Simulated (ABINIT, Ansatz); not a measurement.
# KBe (Pm-3m): from the cell to the phonon bands, part 3 of 4

How does KBe (Pm-3m) vibrate, and is this structure a minimum?

ABINIT 10.8.3; DFT PBEsol, scalar-relativistic, plane waves, PseudoDojo norm-conserving pseudopotentials.

So far. Step 6 (Ground state): The cell stands at -0.25 GPa: the relaxation ran with a smoothed and higher cutoff, and the difference is a stress of the finite basis. Step 7 (Zone-centre response): The acoustic modes at Γ come out as far as 7.0 cm⁻¹ from zero, where they should vanish, a small numerical error. The relaxed cell has a = 3.943 Å (conventional setting).

The structure was built from a prototype and need not be the compound's stable phase.

## (9) Interpolated phonon bands

anaddb transforms the dynamical matrices to force constants and back along the path; points of the mesh come back as solved, but for the sum rule and, in polar crystals, the LO-TO term at Γ; the rest is interpolation.

anaddb.abi

```
ddb_filepath "all_DDB"
output_file "anaddb.abo"
outdata_prefix "anaddb"
ifcflag 1
ngqpt 2 2 2
nqshft 1
q1shft 0.0 0.0 0.0
asr 1
chneut 0
dipdip 0
dipquad 0
quadquad 0
enunit 0
eivec 0
nph1l 62
qph1l 
    0.0 0.0 0.0 1.0
    0.0 0.05 0.0 1.0
    0.0 0.1 0.0 1.0
    0.0 0.15 0.0 1.0
    0.0 0.2 0.0 1.0
    0.0 0.25 0.0 1.0
    0.0 0.3 0.0 1.0
    0.0 0.35 0.0 1.0
    0.0 0.4 0.0 1.0
    0.0 0.45 0.0 1.0
    0.0 0.5 0.0 1.0
    0.05 0.5 0.0 1.0
    0.1 0.5 0.0 1.0
    0.15 0.5 0.0 1.0
    0.2 0.5 0.0 1.0
    0.25 0.5 0.0 1.0
    0.3 0.5 0.0 1.0
    0.35 0.5 0.0 1.0
    0.4 0.5 0.0 1.0
    0.45 0.5 0.0 1.0
    0.5 0.5 0.0 1.0
    0.45 0.45 0.0 1.0
    0.4 0.4 0.0 1.0
    0.35 0.35 0.0 1.0
    0.3 0.3 0.0 1.0
    0.25 0.25 0.0 1.0
    0.2 0.2 0.0 1.0
    0.15 0.15 0.0 1.0
    0.1 0.1 0.0 1.0
    0.05 0.05 0.0 1.0
    0.0 0.0 0.0 1.0
    0.05 0.05 0.05 1.0
    0.1 0.1 0.1 1.0
    0.15 0.15 0.15 1.0
    0.2 0.2 0.2 1.0
    0.25 0.25 0.25 1.0
    0.3 0.3 0.3 1.0
    0.35 0.35 0.35 1.0
    0.4 0.4 0.4 1.0
    0.45 0.45 0.45 1.0
    0.5 0.5 0.5 1.0
    0.45 0.5 0.45 1.0
    0.4 0.5 0.4 1.0
    0.35 0.5 0.35 1.0
    0.3 0.5 0.3 1.0
    0.25 0.5 0.25 1.0
    0.2 0.5 0.2 1.0
    0.15 0.5 0.15 1.0
    0.1 0.5 0.1 1.0
    0.05 0.5 0.05 1.0
    0.0 0.5 0.0 1.0
    0.5 0.5 0.5 1.0
    0.5 0.5 0.45 1.0
    0.5 0.5 0.4 1.0
    0.5 0.5 0.35 1.0
    0.5 0.5 0.3 1.0
    0.5 0.5 0.25 1.0
    0.5 0.5 0.2 1.0
    0.5 0.5 0.15 1.0
    0.5 0.5 0.1 1.0
    0.5 0.5 0.05 1.0
    0.5 0.5 0.0 1.0
```

mrgddb.in

```
all_DDB
merged
4
dfpt_gammao_DDB
dfpt_qo_DS1_DDB
dfpt_qo_DS2_DDB
dfpt_qo_DS3_DDB
```

Command:

```sh
$ mrgddb < mrgddb.in > mrgddb.log
$ OMP_NUM_THREADS=1 anaddb anaddb.abi > anaddb.log
```

anaddb.abo, the main output file:

```text
[banners, grids, parts of the stress and lines that vanish by symmetry left out]
-outvars_anaddb: echo values of input variables ----------------------

 Flags :
[...]
Phonon wavevector (reduced coordinates) :  0.00000  0.00000  0.00000
 Phonon energies in Hartree :
[...]
Phonon frequencies in cm-1    :
-  0.000000E+00  0.000000E+00  0.000000E+00  2.170228E+02  2.170228E+02
-  2.170228E+02
[...]
Phonon wavevector (reduced coordinates) :  0.00000  0.05000  0.00000
 Phonon energies in Hartree :
[...]
Phonon frequencies in cm-1    :
-  1.001512E+01  1.350491E+01  1.350491E+01  2.146218E+02  2.167927E+02
-  2.167927E+02
[...]
Phonon wavevector (reduced coordinates) :  0.00000  0.10000  0.00000
 Phonon energies in Hartree :
[...]
Phonon frequencies in cm-1    :
-  1.927502E+01  2.675483E+01  2.675483E+01  2.075446E+02  2.161140E+02
-  2.161140E+02
[...]
Phonon wavevector (reduced coordinates) :  0.00000  0.15000  0.00000
 Phonon energies in Hartree :
[...]
Phonon frequencies in cm-1    :
-  2.684122E+01  3.949185E+01  3.949185E+01  1.962007E+02  2.150226E+02
-  2.150226E+02
[...]
Phonon wavevector (reduced coordinates) :  0.00000  0.20000  0.00000
 Phonon energies in Hartree :
[...]
Phonon frequencies in cm-1    :
-  3.123657E+01  5.145164E+01  5.145164E+01  1.814055E+02  2.135822E+02
-  2.135822E+02
[...]
Phonon wavevector (reduced coordinates) :  0.00000  0.25000  0.00000
 Phonon energies in Hartree :
[...]
Phonon frequencies in cm-1    :
-  2.937896E+01  6.235904E+01  6.235904E+01  1.646527E+02  2.118898E+02
-  2.118898E+02
  Phonon wavevector (reduced coordinates) :  0.00000  0.30000  0.00000
 Phonon energies in Hartree :
[...]
Phonon frequencies in cm-1    :
-  4.431936E+00  7.192388E+01  7.192388E+01  1.484721E+02  2.100815E+02
-  2.100815E+02
  Phonon wavevector (reduced coordinates) :  0.00000  0.35000  0.00000
 Phonon energies in Hartree :
[...]
Phonon frequencies in cm-1    :
- -4.193575E+01  7.984068E+01  7.984068E+01  1.359805E+02  2.083340E+02
-  2.083340E+02
  Phonon wavevector (reduced coordinates) :  0.00000  0.40000  0.00000
 Phonon energies in Hartree :
[...]
Phonon frequencies in cm-1    :
- -6.359923E+01  8.579925E+01  8.579925E+01  1.286306E+02  2.068557E+02
-  2.068557E+02
  Phonon wavevector (reduced coordinates) :  0.00000  0.45000  0.00000
 Phonon energies in Hartree :
[...]
Phonon frequencies in cm-1    :
- -7.691102E+01  8.951481E+01  8.951481E+01  1.252985E+02  2.058580E+02
-  2.058580E+02
  Phonon wavevector (reduced coordinates) :  0.00000  0.50000  0.00000
 Phonon energies in Hartree :
[...]
Phonon frequencies in cm-1    :
- -8.139267E+01  9.077913E+01  9.077913E+01  1.243910E+02  2.055046E+02
-  2.055046E+02
  Phonon wavevector (reduced coordinates) :  0.05000  0.50000  0.00000
 Phonon energies in Hartree :
[...]
Phonon frequencies in cm-1    :
- -8.398354E+01  9.068588E+01  9.431184E+01  1.231495E+02  2.034509E+02
-  2.058941E+02
  Phonon wavevector (reduced coordinates) :  0.10000  0.50000  0.00000
 Phonon energies in Hartree :
[...]
Phonon frequencies in cm-1    :
- -9.012683E+01  9.041469E+01  1.030460E+02  1.190103E+02  1.976495E+02
-  2.070203E+02
  Phonon wavevector (reduced coordinates) :  0.15000  0.50000  0.00000
 Phonon energies in Hartree :
[...]
Phonon frequencies in cm-1    :
- -9.721604E+01  8.999069E+01  1.105702E+02  1.138660E+02  1.892552E+02
-  2.087624E+02
[...]
Phonon wavevector (reduced coordinates) :  0.40000  0.50000  0.40000
 Phonon energies in Hartree :
[...]
Phonon frequencies in cm-1    :
- -6.037940E+01  2.595429E+01  6.506139E+01  1.226239E+02  1.338144E+02
-  1.389072E+02
  Phonon wavevector (reduced coordinates) :  0.35000  0.50000  0.35000
 Phonon energies in Hartree :
[...]
Phonon frequencies in cm-1    :
- -8.092906E+01  4.180660E+01  9.539733E+01  1.185482E+02  1.377795E+02
-  1.513720E+02
  Phonon wavevector (reduced coordinates) :  0.30000  0.50000  0.30000
 Phonon energies in Hartree :
[...]
Phonon frequencies in cm-1    :
- -9.506646E+01  5.851277E+01  1.134696E+02  1.230721E+02  1.388546E+02
-  1.646803E+02
  Phonon wavevector (reduced coordinates) :  0.25000  0.50000  0.25000
 Phonon energies in Hartree :
[...]
Phonon frequencies in cm-1    :
- -1.031891E+02  7.513085E+01  1.079245E+02  1.364097E+02  1.474273E+02
-  1.771410E+02
  Phonon wavevector (reduced coordinates) :  0.20000  0.50000  0.20000
 Phonon energies in Hartree :
[...]
Phonon frequencies in cm-1    :
- -1.056157E+02  9.072491E+01  1.024823E+02  1.303206E+02  1.679373E+02
-  1.876984E+02
  Phonon wavevector (reduced coordinates) :  0.15000  0.50000  0.15000
 Phonon energies in Hartree :
[...]
Phonon frequencies in cm-1    :
- -1.027456E+02  9.767525E+01  1.043601E+02  1.208061E+02  1.842145E+02
-  1.958121E+02
[...]
Phonon wavevector (reduced coordinates) :  0.50000  0.50000  0.05000
 Phonon energies in Hartree :
[...]
Phonon frequencies in cm-1    :
- -1.196497E+02 -1.196497E+02  8.805769E+01  1.589562E+02  1.589562E+02
-  2.181421E+02
  Phonon wavevector (reduced coordinates) :  0.50000  0.50000  0.00000
 Phonon energies in Hartree :
[...]
Phonon frequencies in cm-1    :
- -1.207742E+02 -1.207742E+02  8.688689E+01  1.594155E+02  1.594155E+02
-  2.208623E+02
-
```

The job ended after 0.51 s (1 thread of Arm Neoverse V2, shared host).

This step gave:

```yaml
lowest_frequency_on_the_path: -120.8 cm⁻¹
```

Anaddb. Phonon branches along the path, in cm⁻¹:

| point | branch 1 | branch 2 | branch 3 | branch 4 | branch 5 | branch 6 |
| --- | --- | --- | --- | --- | --- | --- |
| Γ | 0 | 0 | 0 | 217 | 217 | 217 |
| halfway | 29 | 62 | 62 | 165 | 212 | 212 |
| X | -81 | 91 | 91 | 124 | 206 | 206 |
| halfway | -109 | 67 | 89 | 135 | 172 | 213 |
| M | -121 | -121 | 87 | 159 | 159 | 221 |
| halfway | -60 | 77 | 109 | 132 | 181 | 212 |
| Γ | 0 | 0 | 0 | 217 | 217 | 217 |
| halfway | 49 | 49 | 92 | 151 | 170 | 170 |
| R | -4 | -4 | -4 | 126 | 126 | 126 |
| halfway | -103 | 75 | 108 | 136 | 147 | 177 |
| X | -81 | 91 | 91 | 124 | 206 | 206 |
| jump to R | -4 | -4 | -4 | 126 | 126 | 126 |
| halfway | -92 | -92 | 108 | 148 | 148 | 156 |
| M | -121 | -121 | 87 | 159 | 159 | 221 |

The phonon branches as a text plot (rows in cm⁻¹):

```
    214 |******   *******************                          **
    200 |  *   ***             **   ***               ****    *
    185 |         **         ***     ***             **
    171 |   *       *     ***           *          ***
    157 |            *****    *        *****      *          ****
    143 |    **     *     *                **    ****      ***
    128 |      *** *       ***              ****** * *  *** *
    114 |         *          *                    *** **   ***
    100 |        * *          *        *          *  ****  *  *
     86 |     ***************        ** *            *  **     **
     71 |    *               ***    *            *  *
     57 |   *                  *         ***       *
     43 |  *                    *      **   *     *
     29 | ***                    * ****      *  **        *
     14 |**                      * *            *
      0 |    *                    *           **
    -14 |                       **         *
    -28 |           *          *             *  *         *
    -42 |     *           *   *             *
    -57 |                    *                   *
    -71 |      *           **                              *
    -85 |       **   *                            *     **  **
    -99 |         **  *  **                        *****
   -114 |           ******                                    ***
         Γ      X      M          Γ            R        X|R     M
```

The path dips to 121i cm⁻¹.

## (10) Density of states

Sums over the zone need many more wavevectors than were solved, so the interpolation is sampled on a dense mesh.

anaddb.abi

```
ddb_filepath "all_DDB"
output_file "anaddb.abo"
outdata_prefix "anaddb"
ifcflag 1
ngqpt 2 2 2
nqshft 1
q1shft 0.0 0.0 0.0
asr 1
chneut 0
dipdip 0
dipquad 0
quadquad 0
prtdos 2
ng2qpt 11 11 11
dosdeltae 4.5563e-06
ntemper 11
temperinc 100.0
tempermin 0.0
```

Command:

```sh
$ OMP_NUM_THREADS=1 anaddb anaddb.abi > anaddb.log
```

anaddb.abo, the main output file:

```text
-outvars_anaddb: echo values of input variables ----------------------

 Flags :
     ifcflag         1
 Miscellaneous information :
         asr         1
      chneut         0
 Interatomic Force Constants Inputs :
      dipdip         0
     dipquad         0
    quadquad         0
      ifcana         0
      ifcout         0
 Description of grid 1 :
        brav         1
       ngqpt         2         2         2
      nqshft         1
      q1shft
                     0.00000000E+00  0.00000000E+00  0.00000000E+00
 Phonon DOS information :
   dosdeltae  4.55630000E-06
    dossmear  4.55633525E-06
 Description of grid 2 (Fourier interp. or BZ sampling):
      ng2qpt        11        11        11
      ngrids         4
      q2shft         0.00000000E+00  0.00000000E+00  0.00000000E+00

================================================================================

 read the DDB information and perform some checks

  ==== Info on the Cryst% object ====
 Real(R)+Recip(G) space primitive vectors, cartesian coordinates (Bohr,Bohr^-1):
 R(1)=  7.4516047  0.0000000  0.0000000  G(1)=  0.1341993  0.0000000  0.0000000
 R(2)=  0.0000000  7.4516047  0.0000000  G(2)=  0.0000000  0.1341993  0.0000000
 R(3)=  0.0000000  0.0000000  7.4516047  G(3)=  0.0000000  0.0000000  0.1341993
 Unit cell volume ucvol=  4.1376087E+02 bohr^3
 Angles (23,13,12)=  9.00000000E+01  9.00000000E+01  9.00000000E+01 degrees
 Time-reversal symmetry is present
 Reduced atomic positions [iatom, xred, symbol]:
    1)    0.0000000  0.0000000  0.0000000  Be
    2)    0.5000000  0.5000000  0.5000000   K

 DDB file with 4 blocks has been read.

================================================================================

 Calculation of the interatomic forces

       Homogeneous q point set in the B.Z.
 Grid q points  :        8
  1)   0.00000000E+00  0.00000000E+00  0.00000000E+00
  2)   5.00000000E-01  0.00000000E+00  0.00000000E+00
  3)   0.00000000E+00  5.00000000E-01  0.00000000E+00
  4)   5.00000000E-01  5.00000000E-01  0.00000000E+00
  5)   0.00000000E+00  0.00000000E+00  5.00000000E-01
  6)   5.00000000E-01  0.00000000E+00  5.00000000E-01
  7)   0.00000000E+00  5.00000000E-01  5.00000000E-01
  8)   5.00000000E-01  5.00000000E-01  5.00000000E-01

 The interatomic forces have been obtained

================================================================================

 Calculation of phonon density of states

 Average speed of sound partial sums:     0.9719907646E-03 (at units)
-                                   =           2.1264 [km/s]

 Debye frequency from partial sums:     0.5084278384E-03 (Ha)
-                                 =     0.3345294473E+01 (THz)
-Debye temperature from partial sums:     0.1605488133E+03 (K)

 Average speed of sound:     0.3584420564E-04 (at units)
-                      =           0.0784 [km/s]

 Debye frequency from DOS:     0.1874934686E-04 (Ha)
-                        =     0.1233647761E+00 (THz)
-Debye temperature from DOS:     0.5920575471E+01 (K)

-
```

Run time: 0.55 s. Hardware: 1 thread.

Numbers from this step:

```yaml
share_of_modes_beyond_3i_cm_minus1_on_the_dense_interpolated_mesh: 0.2047
```

The phonon density of states has structure finer than the step of the table below, so its rows give means over 10 cm⁻¹, whole bins alone (the curve runs from -151 to 251 cm⁻¹). Peaks (cm⁻¹: height): -100.8: 0.0215, 67.2: 0.0249, 91.2: 0.0522, 103.2: 0.0583, 137.2: 0.0493, 207.2: 0.0624.

Tetrahedra. The phonon density of states by wavenumber; means over each step:

wavenumber (cm⁻¹), phonon density of states (1/cm⁻¹/cell) and a bar:
```
     -130     0.0000 
     -120     0.0012 #
     -110     0.0110 #######
     -100     0.0192 ###########
      -90     0.0178 ###########
      -80     0.0154 #########
      -70     0.0123 #######
      -60     0.0104 ######
      -50     0.0088 #####
      -40     0.0076 #####
      -30     0.0067 ####
      -20     0.0061 ####
      -10     0.0051 ###
        0     0.0044 ###
       10     0.0038 ##
       20     0.0033 ##
       30     0.0038 ##
       40     0.0045 ###
       50     0.0067 ####
       60     0.0106 ######
       70     0.0213 #############
       80     0.0187 ###########
       90     0.0393 #######################
      100     0.0504 ##############################
      110     0.0110 #######
      120     0.0122 #######
      130     0.0258 ###############
      140     0.0437 ##########################
      150     0.0289 #################
      160     0.0285 #################
      170     0.0246 ###############
      180     0.0238 ##############
      190     0.0268 ################
      200     0.0327 ###################
      210     0.0483 #############################
      220     0.0048 ###
      230     0.0000
```

(Part 3 of 4 ends here.)

[Host names and launcher messages were left out of these logs when they were recorded.]

[Logs are printed without paths, hosts, clocks, repeated set-up lines and the standing remarks that a program may print on its own settings, such as how far it seeks lower states.]

[Hosts, paths, dates, database ids (printed as entryN), source tags and the programs' standing remarks are cut or masked in the printed files.]
